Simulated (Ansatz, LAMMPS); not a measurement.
# Elastic response of glassy 85GeO2-15Li2O (mol %) (78 atoms), part 2 of 3

How stiff is glassy 85GeO2-15Li2O (mol %) (78 atoms), and how do its levels respond to strain?

Ansatz 0.2.0; Kohn-Sham DFT, PBEsol, PAW (set soft_2), plane waves.

The cell: 22 Ge, 8 Li and 48 O. The quench rate of 100 K/ps is many orders above laboratory rates. The starting topology of bonds comes from the classical model. Sampling is at Γ alone.

So far. Step 2 (Single point at the start): The r.m.s. force at the start is 1.1 eV/Å. Step 3 (Cell and atoms relaxed): The relaxation converged after 25 steps, with a largest force component of 0.020 eV/Å.

### Step 4. Single point at the relaxed geometry

The electronic structure is read at the final geometry, in a run of its own.

input.yaml reads:

```yaml
crystal:
  lattice:
    - [9.8058, -0.03637, -0.05853]
    - [-0.03637, 10.00182, 0.09293]
    - [-0.05853, 0.09293, 10.17593]
  atoms:
    - { symbol: Ge, position: [0.78221, 0.34968, 0.69107] }
    - { symbol: Ge, position: [0.26553, 0.86684, 0.48264] }
    - { symbol: Ge, position: [0.3859, 0.37538, 0.47867] }
    - { symbol: Ge, position: [0.77348, 0.01698, 0.61771] }
    - { symbol: Ge, position: [0.35732, 0.12471, 0.65693] }
    - { symbol: Ge, position: [0.74849, 0.75108, 0.26257] }
    [... 66 atom lines left out ...]
    - { symbol: O, position: [0.19095, 0.91137, 0.32711] }
    - { symbol: O, position: [0.84474, 0.9268, 0.00637] }
    - { symbol: O, position: [0.2379, 0.22893, 0.73344] }
    - { symbol: O, position: [0.04477, 0.57382, 0.41054] }
    - { symbol: O, position: [0.52151, 0.45775, 0.39842] }
    - { symbol: O, position: [0.53335, 0.83932, 0.93547] }
kpoints:
  mp_grid: { grid: [1, 1, 1] }
hamiltonian:
  xc: pbesol
scf:
  occupations: { method: fixed }
output:
  forces: true
  stress: true
  populations: true
  dos:
    method: { smearing: { sigma: 0.08 } }
    de: 0.1
    projected: { site_lists: { Ge: [Ge], Li: [Li], O: [O] } }
  eigenvalues: true
  write_density: true
  write_potential: true
  volumetric_format: npy
```

Started as:

```sh
$ ansatz run input.yaml --threads 4 --pin off --max-ram 8192MiB --backend cpu --events-out ev --progress --plain --runs-dir out
```

Numbers of over 12 decimals in the logs are rounded to 6 here.

Log:

```text
[...]
Crystal: 78 atoms, lattice volume = 997.881 Å³
Basis set: ecut = 420 eV, 19501 PW (Γ), exchange–correlation on 144×144×144 points (8 copies of the dense FFT grid, shifted against one another)
Bands: 388, of which v1, the nominal top of the filled ones, is band 310 counted from 1 (309 counted from 0)
Symmetry: 1 space group operations
[...]
k-points: 1
[...]
SCF iter   1: F=—  HF=-122130.614816 eV  |F-HF|=—  |Δ(HF+E_count)|=         —  Δρ=1.28e-2  dr2=1.31e0  ethr=1.77e-3  ⟨swp⟩=5.0  Hψ=1388  notcnv=0  defer=75
[...]
SCF iter  10: F=-122130.243214 eV  HF=-122130.243214 eV  |F-HF|=2.18e-10  |Δ(HF+E_count)|=   1.74e-7  Δρ=2.07e-6  dr2=4.09e-8  ethr=1.61e-11  ⟨swp⟩=16.0  Hψ=2882  notcnv=0
SCF 1 converged in 10 iterations: F = -122130.243214 eV  dr2 = 4.09e-8
[...]
SCF converged after 10 iterations
Free energy (F): -122130.243214 eV
[...]
Internal energy: -122130.243214 eV  (E = F + TS)
E sigma→0 (E₀):  -122130.243214 eV
Fermi energy:    4.723334 eV
[...]
--- Forces (eV/Å), atoms counted from 1 ---
  atom   1  Ge    -0.01360081     0.00598859     0.00499464
  atom   2  Ge    -0.00535595     0.01884498    -0.00958386
  atom   3  Ge     0.00185470     0.01239025     0.01123087
  atom   4  Ge    -0.00411066     0.00139415    -0.00440397
  atom   5  Ge    -0.00968039     0.00513956    -0.01292665
  atom   6  Ge     0.00072033     0.00041353     0.00186735
  atom   7  Ge     0.00179361    -0.00602602    -0.00629536
  atom   8  Ge     0.00040648     0.00389739     0.01401600
  atom   9  Ge    -0.00262678    -0.00106069    -0.00389345
  atom  10  Ge    -0.00072937    -0.01410440     0.00075044
  atom  11  Ge    -0.00438183    -0.00966687     0.00351021
  atom  12  Ge    -0.00994652    -0.00908755     0.00623790
  atom  13  Ge    -0.00406212     0.00308061     0.00390211
  atom  14  Ge    -0.00936673     0.00369127    -0.00701537
[...]
atom  77  O      0.00645764     0.00682830    -0.00358514
  atom  78  O      0.00345583     0.00098582     0.00237095
  max |Σ_I F_I| component: 3.50e-5 eV/Å
--- Stress (GPa, compression-positive) ---
        0.014228      -0.006146      -0.006904
       -0.006146       0.020477      -0.000376
       -0.006905      -0.000375       0.017416
  P = ⅓ Tr σ = 0.0174 GPa (0.174 kbar)
--- Band table (eV) ---
[...]
--- Löwdin populations: 78 sites ---
  site symbol       q [e]
     0     Ge     12.4464
     1     Ge     12.4943
     2     Ge     12.4558
[...]
77      O      6.7724
  spilling = 0.005491 (of n_electrons = 620.000000)
```

Run time: 11 s. Hardware: 4 threads of Intel Xeon Platinum 8488C (Sapphire Rapids), shared host; peak memory 1.5 GiB.

The run gave:

| Property | Result |
| --- | --- |
| free energy | -122130.2432 eV |
| free energy per atom | -1565.7723 eV/atom |
| SCF cycles | 10 |
| pressure | 0.01737 GPa |
| r.m.s. force component | 0.00598 eV/Å |
| longest force | 0.02881 eV/Å |
| Fermi energy | 4.723 eV |
| gap (highest filled to lowest empty level) | 2.029 eV |
| spilling of the projection | 0.005491 |

### Step 5. Volume -3 %

The relaxed cell is scaled evenly and the atoms are relaxed again; the stress at the end gives one point of P(V).

input.yaml, the sections that differ from step 4:

```yaml
crystal:
  lattice:
    - [9.70674, -0.036, -0.05794]
    - [-0.036, 9.90078, 0.09199]
    - [-0.05794, 0.09199, 10.07314]
  atoms:
    [... the 78 atom lines of step 4 ...]
output:
  forces: true
  eigenvalues: true
  stress: true
relax:
  f_tol: 0.05
  max_steps: 70
# kpoints, hamiltonian, scf: as in step 4
```

Log:

```text
Warning: output.stress: scf.convergence.dr2_threshold = 1e-7 eV (the SCF's general default) is looser than the 7.8e-9 eV advised for a printed stress (1e-10 eV for each atom of the cell: 78). What an SCF threshold leaves in a stress goes as its square root, and in the free energy as the threshold itself, and one threshold admits the most on a small cell: [...]
[...]
Crystal: 78 atoms, lattice volume = 967.944 Å³
Basis set: ecut = 420 eV, 18929 PW (Γ), exchange–correlation on 144×144×144 points (8 copies of the dense FFT grid, shifted against one another)
Bands: 388, of which v1, the nominal top of the filled ones, is band 310 counted from 1 (309 counted from 0)
Symmetry: 1 space group operations
[...]
k-points: 1
[...]
SCF iter   1: F=—  HF=-122130.168892 eV  |F-HF|=—  |Δ(HF+E_count)|=         —  Δρ=1.29e-2  dr2=1.27e0  ethr=1.77e-3  ⟨swp⟩=5.0  Hψ=1388  notcnv=0  defer=75
[...]
SCF iter   5: F=—  HF=-122129.804819 eV  |F-HF|=—  |Δ(HF+E_count)|=   1.78e-4  Δρ=1.26e-4  dr2=1.97e-4  ethr=3.81e-7  ⟨swp⟩=2.0  Hψ=535  notcnv=0  defer=76
SCF iter   6: F=-122129.804887 eV  HF=-122129.804874 eV  |F-HF|=1.31e-5  |Δ(HF+E_count)|=   5.48e-5  Δρ=6.01e-5  dr2=4.27e-5  ethr=1.01e-8  ⟨swp⟩=10.0  Hψ=1944  notcnv=0
SCF 1 converged in 6 iterations: F = -122129.804887 eV  dr2 = 4.27e-5
[...]
relax step   1: F+E_penalty+E_count = -122129.80488669 eV  Δ(F+E_penalty+E_count) = +0.000e0 eV  max|allowed force component| = 5.495e-1 eV/Å  Δτ_max = 0.0000 Å  (6 SCF iters, dr2 threshold 6.25e-5 eV, accepted)
[...]
relax step   2: F+E_penalty+E_count = -122129.97120927 eV  Δ(F+E_penalty+E_count) = -1.663e-1 eV  max|allowed force component| = 2.761e-1 eV/Å  Δτ_max = 0.0406 Å  (6 SCF iters, dr2 threshold 1.89e-5 eV, accepted)
[...]
relax step   3: F+E_penalty+E_count = -122130.06567171 eV  Δ(F+E_penalty+E_count) = -9.446e-2 eV  max|allowed force component| = 9.667e-2 eV/Å  Δτ_max = 0.0459 Å  (7 SCF iters, dr2 threshold 4.76e-6 eV, accepted)
relax step   4: F+E_penalty+E_count = -122129.93286145 eV  Δ(F+E_penalty+E_count) = +1.328e-1 eV  max|allowed force component| = 4.771e-1 eV/Å  Δτ_max = 0.2000 Å  (11 SCF iters, rejected (line search))
relax step   5: F+E_penalty+E_count = -122130.09076401 eV  Δ(F+E_penalty+E_count) = -2.509e-2 eV  max|allowed force component| = 7.918e-2 eV/Å  Δτ_max = 0.0768 Å  (10 SCF iters, accepted)
relax step   6: F+E_penalty+E_count = -122130.09340562 eV  Δ(F+E_penalty+E_count) = -2.642e-3 eV  max|allowed force component| = 7.717e-2 eV/Å  Δτ_max = 0.0154 Å  (7 SCF iters, accepted)
relax step   7: F+E_penalty+E_count = -122130.04940200 eV  Δ(F+E_penalty+E_count) = +4.400e-2 eV  max|allowed force component| = 1.967e-1 eV/Å  Δτ_max = 0.1500 Å  (8 SCF iters, dr2 threshold 3.99e-6 eV, rejected (line search))
[...]
relax step   8: F+E_penalty+E_count = -122130.09693708 eV  Δ(F+E_penalty+E_count) = -3.531e-3 eV  max|allowed force component| = 2.656e-2 eV/Å  Δτ_max = 0.0441 Å  (9 SCF iters, accepted)
SCF converged after 9 iterations
Free energy (F): -122130.096937 eV
[...]
Internal energy: -122130.096937 eV  (E = F + TS)
E sigma→0 (E₀):  -122130.096937 eV
Fermi energy:    5.131842 eV
[...]
Σ components = -122130.096937   (vs F -122130.096937, Δ=0.00e0)
--- Forces (eV/Å), atoms counted from 1 ---
  atom   1  Ge     0.01627633    -0.00338617    -0.01405908
  atom   2  Ge    -0.01311371    -0.00246943     0.00304334
  atom   3  Ge     0.00763648     0.00195303     0.00669705
  atom   4  Ge     0.02252253     0.00406385     0.00152531
[...]
atom  78  O     -0.00125165    -0.00018936     0.00478992
  max |Σ_I F_I| component: 2.00e-4 eV/Å
--- Stress (GPa, compression-positive) ---
        1.707816      -0.063613      -0.310050
       -0.063614       1.897190       0.024034
       -0.310052       0.024036       1.443059
  P = ⅓ Tr σ = 1.6827 GPa (16.827 kbar)
--- Band table (eV) ---
[...]
--- Relaxed structure (8 steps of the walk, 6 accepted, 0 SCFs on fresh bases) ---
  F+E_penalty+E_count = -122130.09693708 eV   max|allowed force component| = 2.656e-2 eV/Å
  atoms:
    - { symbol: Ge, position: [0.781028, 0.349596, 0.689722] }
    - { symbol: Ge, position: [0.270120, 0.864791, 0.483495] }
    - { symbol: Ge, position: [0.386249, 0.373648, 0.478802] }
    - { symbol: Ge, position: [0.775753, 0.016340, 0.617410] }
[...]
- { symbol: O, position: [0.533297, 0.837920, 0.936372] }
```

Run time: 64 s. Hardware: 4 threads; peak memory 1.5 GiB; 3.8 min of CPU time.

The program notes that the SCF threshold is loose for the stress.

The relaxation converged after 8 steps, 0.292 eV below its start, with a largest force component of 0.027 eV/Å.

Volume -3 %: the energy stands 0.146 eV above that of the reference, at a pressure of 1.68 GPa.

### Step 6. Volume +3 %

The relaxed cell is scaled to another volume.

Input and log are left out; they have the form of those shown for this kind of step.

Run time: 40 s. Hardware: 4 threads of Intel Xeon Platinum 8488C (Sapphire Rapids), shared host; peak memory 1.5 GiB.

The relaxation converged after 5 steps, 0.230 eV below its start, with a largest force component of 0.036 eV/Å.

Volume +3 %: the energy stands 0.158 eV above that of the reference, at a pressure of -1.62 GPa.

### Step 7. Volume -6 %

The relaxed cell is scaled to another volume.

Input and log are left out; they have the form of those shown for this kind of step.

The job ended after 80 s (4 threads of Intel Xeon Platinum 8488C (Sapphire Rapids), shared host; peak memory 1.5 GiB).

The relaxation converged after 11 steps, 1.22 eV below its start, with a largest force component of 0.030 eV/Å.

Volume -6 %: the energy stands 0.635 eV above that of the reference, at a pressure of 3.59 GPa.

### Step 8. Volume +6 %

The relaxed cell is scaled to another volume.

Input and log are left out; they have the form of those shown for this kind of step.

It took 98 s on 4 threads of Intel Xeon Platinum 8488C (Sapphire Rapids), shared host; peak memory 1.5 GiB; 5.8 min of CPU time.

The relaxation converged after 11 steps, 0.918 eV below its start, with a largest force component of 0.033 eV/Å.

Volume +6 %: the energy stands 0.554 eV above that of the reference, at a pressure of -2.84 GPa.

### Step 9. Volume -10 %

The relaxed cell is scaled to another volume.

Input and log are left out; they have the form of those shown for this kind of step.

Wall time 1.9 min (4 threads of Intel Xeon Platinum 8488C (Sapphire Rapids), shared host); peak memory 1.4 GiB; 6.6 min of CPU time.

The relaxation converged after 15 steps, 3.69 eV below its start, with a largest force component of 0.039 eV/Å.

Volume -10 %: the energy stands 1.89 eV above that of the reference, at a pressure of 6.56 GPa.

### Step 10. Stretched by 1 % along x

The relaxed cell is strained along x alone, which gives the stiffness along x and its coupling to y and z.

input.yaml, the sections that differ from step 5:

```yaml
crystal:
  lattice:
    - [9.90386, -0.03637, -0.05853]
    - [-0.03673, 10.00182, 0.09293]
    - [-0.05912, 0.09293, 10.17593]
  atoms:
    [... the 78 atom lines of step 4 ...]
# kpoints, hamiltonian, scf, output, relax: as in step 5
```

Log:

```text
[...]
Crystal: 78 atoms, lattice volume = 1007.860 Å³
Basis set: ecut = 420 eV, 19687 PW (Γ), exchange–correlation on 144×144×144 points (8 copies of the dense FFT grid, shifted against one another)
Bands: 388, of which v1, the nominal top of the filled ones, is band 310 counted from 1 (309 counted from 0)
Symmetry: 1 space group operations
[...]
k-points: 1
[...]
SCF iter   1: F=—  HF=-122130.537565 eV  |F-HF|=—  |Δ(HF+E_count)|=         —  Δρ=1.28e-2  dr2=1.33e0  ethr=1.77e-3  ⟨swp⟩=5.0  Hψ=1384  notcnv=0  defer=75
[...]
SCF iter   6: F=-122130.162686 eV  HF=-122130.162666 eV  |F-HF|=2.08e-5  |Δ(HF+E_count)|=   5.63e-5  Δρ=6.08e-5  dr2=4.68e-5  ethr=1.01e-8  ⟨swp⟩=10.0  Hψ=2089  notcnv=0
SCF 1 converged in 6 iterations: F = -122130.162686 eV  dr2 = 4.68e-5
[...]
relax step   1: F+E_penalty+E_count = -122130.16268649 eV  Δ(F+E_penalty+E_count) = +0.000e0 eV  max|allowed force component| = 3.279e-1 eV/Å  Δτ_max = 0.0000 Å  (6 SCF iters, dr2 threshold 6.25e-5 eV, accepted)
[...]
relax step   2: F+E_penalty+E_count = -122130.19397765 eV  Δ(F+E_penalty+E_count) = -3.129e-2 eV  max|allowed force component| = 1.707e-1 eV/Å  Δτ_max = 0.0158 Å  (6 SCF iters, dr2 threshold 6.72e-6 eV, accepted)
[...]
relax step   3: F+E_penalty+E_count = -122130.20731376 eV  Δ(F+E_penalty+E_count) = -1.334e-2 eV  max|allowed force component| = 3.734e-2 eV/Å  Δτ_max = 0.0150 Å  (8 SCF iters, accepted)
SCF converged after 8 iterations
Free energy (F): -122130.207314 eV
[...]
Internal energy: -122130.207314 eV  (E = F + TS)
E sigma→0 (E₀):  -122130.207314 eV
Fermi energy:    4.613755 eV
[...]
--- Forces (eV/Å), atoms counted from 1 ---
  atom   1  Ge     0.00147114    -0.03040589     0.00430131
  atom   2  Ge     0.00110775     0.00967370     0.00443625
  atom   3  Ge     0.03152805    -0.00626824     0.00449731
  atom   4  Ge     0.00848178     0.00000148     0.00753766
  atom   5  Ge    -0.01472383     0.03141018    -0.00411382
  atom   6  Ge    -0.01927328     0.00329489     0.00877072
  atom   7  Ge     0.00724633    -0.01533082    -0.01866109
  atom   8  Ge    -0.01731265    -0.03101554    -0.02952375
  atom   9  Ge    -0.01586159    -0.00382305    -0.01246035
  atom  10  Ge     0.00967847    -0.00522329    -0.01175231
  atom  11  Ge     0.01721291     0.01789462     0.01231810
  atom  12  Ge     0.02582621    -0.00171509     0.00336410
  atom  13  Ge    -0.00015754     0.00503360    -0.00699398
  atom  14  Ge     0.00180276    -0.00807251     0.01766440
[...]
atom  77  O     -0.01297065     0.00861494    -0.00124044
  atom  78  O     -0.01265888     0.00784381     0.00999860
  max |Σ_I F_I| component: 6.50e-5 eV/Å
--- Stress (GPa, compression-positive) ---
       -1.121251      -0.022829       0.028401
       -0.022830      -0.477745       0.036893
        0.028400       0.036893      -0.424890
  P = ⅓ Tr σ = -0.6746 GPa (-6.746 kbar)
--- Band table (eV) ---
[...]
--- Relaxed structure (3 steps of the walk, 3 accepted, 0 SCFs on fresh bases) ---
  F+E_penalty+E_count = -122130.20731376 eV   max|allowed force component| = 3.734e-2 eV/Å
  atoms:
    - { symbol: Ge, position: [0.781402, 0.350469, 0.691925] }
    - { symbol: Ge, position: [0.263944, 0.866664, 0.482102] }
    - { symbol: Ge, position: [0.384482, 0.376589, 0.478763] }
    - { symbol: Ge, position: [0.773466, 0.017238, 0.617963] }
[...]
- { symbol: O, position: [0.534313, 0.839234, 0.935110] }
```

Elapsed: 24 s, on 4 threads; peak memory 1.5 GiB.

The relaxation converged after 3 steps, 0.0446 eV below its start, with a largest force component of 0.037 eV/Å.

Stretched by 1 % along x: the energy stands 0.0359 eV above that of the reference, at a pressure of -0.675 GPa.

### Step 11. Compressed by 1 % along x

The relaxed cell is strained along x alone, which gives the stiffness along x and its coupling to y and z.

input.yaml, the sections that differ from step 10:

```yaml
crystal:
  lattice:
    - [9.70774, -0.03637, -0.05853]
    - [-0.03601, 10.00182, 0.09293]
    - [-0.05794, 0.09293, 10.17593]
  atoms:
    [... the 78 atom lines of step 4 ...]
# kpoints, hamiltonian, scf, output, relax: as in step 10
```

Log:

```text
[...]
Crystal: 78 atoms, lattice volume = 987.902 Å³
Basis set: ecut = 420 eV, 19305 PW (Γ), exchange–correlation on 144×144×144 points (8 copies of the dense FFT grid, shifted against one another)
Bands: 388, of which v1, the nominal top of the filled ones, is band 310 counted from 1 (309 counted from 0)
Symmetry: 1 space group operations
[...]
k-points: 1
[...]
SCF iter   1: F=—  HF=-122130.526370 eV  |F-HF|=—  |Δ(HF+E_count)|=         —  Δρ=1.28e-2  dr2=1.29e0  ethr=1.77e-3  ⟨swp⟩=5.0  Hψ=1387  notcnv=0  defer=75
[...]
SCF iter   5: F=—  HF=-122130.157766 eV  |F-HF|=—  |Δ(HF+E_count)|=   1.19e-4  Δρ=1.31e-4  dr2=2.11e-4  ethr=3.71e-7  ⟨swp⟩=2.0  Hψ=536  notcnv=0  defer=76
SCF iter   6: F=-122130.157837 eV  HF=-122130.157820 eV  |F-HF|=1.74e-5  |Δ(HF+E_count)|=   5.42e-5  Δρ=5.98e-5  dr2=4.38e-5  ethr=1.01e-8  ⟨swp⟩=10.0  Hψ=1940  notcnv=0
SCF 1 converged in 6 iterations: F = -122130.157837 eV  dr2 = 4.38e-5
[...]
relax step   1: F+E_penalty+E_count = -122130.15783725 eV  Δ(F+E_penalty+E_count) = +0.000e0 eV  max|allowed force component| = 3.457e-1 eV/Å  Δτ_max = 0.0000 Å  (6 SCF iters, dr2 threshold 6.25e-5 eV, accepted)
[...]
relax step   2: F+E_penalty+E_count = -122130.19386433 eV  Δ(F+E_penalty+E_count) = -3.603e-2 eV  max|allowed force component| = 1.845e-1 eV/Å  Δτ_max = 0.0151 Å  (6 SCF iters, dr2 threshold 7.47e-6 eV, accepted)
[...]
relax step   3: F+E_penalty+E_count = -122130.21172937 eV  Δ(F+E_penalty+E_count) = -1.787e-2 eV  max|allowed force component| = 4.130e-2 eV/Å  Δτ_max = 0.0186 Å  (9 SCF iters, accepted)
SCF converged after 9 iterations
Free energy (F): -122130.211729 eV
[...]
Internal energy: -122130.211729 eV  (E = F + TS)
E sigma→0 (E₀):  -122130.211729 eV
Fermi energy:    4.839217 eV
[...]
Σ components = -122130.211729   (vs F -122130.211729, Δ=0.00e0)
--- Forces (eV/Å), atoms counted from 1 ---
  atom   1  Ge    -0.01165781     0.03619704     0.00046564
  atom   2  Ge    -0.00351914    -0.00022919    -0.01990180
  atom   3  Ge    -0.02411145     0.01260227     0.00228727
  atom   4  Ge    -0.02842215     0.00434434    -0.01465662
[...]
atom  78  O      0.01165965    -0.00837825    -0.01107216
  max |Σ_I F_I| component: 3.69e-5 eV/Å
--- Stress (GPa, compression-positive) ---
        1.079467       0.000535      -0.056384
        0.000534       0.481467      -0.026551
       -0.056385      -0.026550       0.413688
  P = ⅓ Tr σ = 0.6582 GPa (6.582 kbar)
--- Band table (eV) ---
[...]
--- Relaxed structure (3 steps of the walk, 3 accepted, 0 SCFs on fresh bases) ---
  F+E_penalty+E_count = -122130.21172937 eV   max|allowed force component| = 4.130e-2 eV/Å
  atoms:
    - { symbol: Ge, position: [0.782799, 0.348912, 0.690000] }
    - { symbol: Ge, position: [0.267015, 0.866736, 0.483376] }
    - { symbol: Ge, position: [0.387214, 0.374148, 0.478777] }
    - { symbol: Ge, position: [0.773589, 0.016679, 0.617477] }
[...]
- { symbol: O, position: [0.532429, 0.839525, 0.935840] }
```

Wall time 23 s (4 threads); peak memory 1.5 GiB; 83 s of CPU time.

The relaxation converged after 3 steps, 0.0539 eV below its start, with a largest force component of 0.041 eV/Å.

Compressed by 1 % along x: the energy stands 0.0315 eV above that of the reference, at a pressure of 0.658 GPa.

[end of part 2 of 3]

[Logs are printed without paths, hosts, clocks, repeated set-up lines and the standing remarks that a program may print on its own settings, such as how far it seeks lower states.]

[Hosts, paths, dates, database ids (printed as entryN), source tags and the programs' standing remarks are cut or masked in the printed files.]
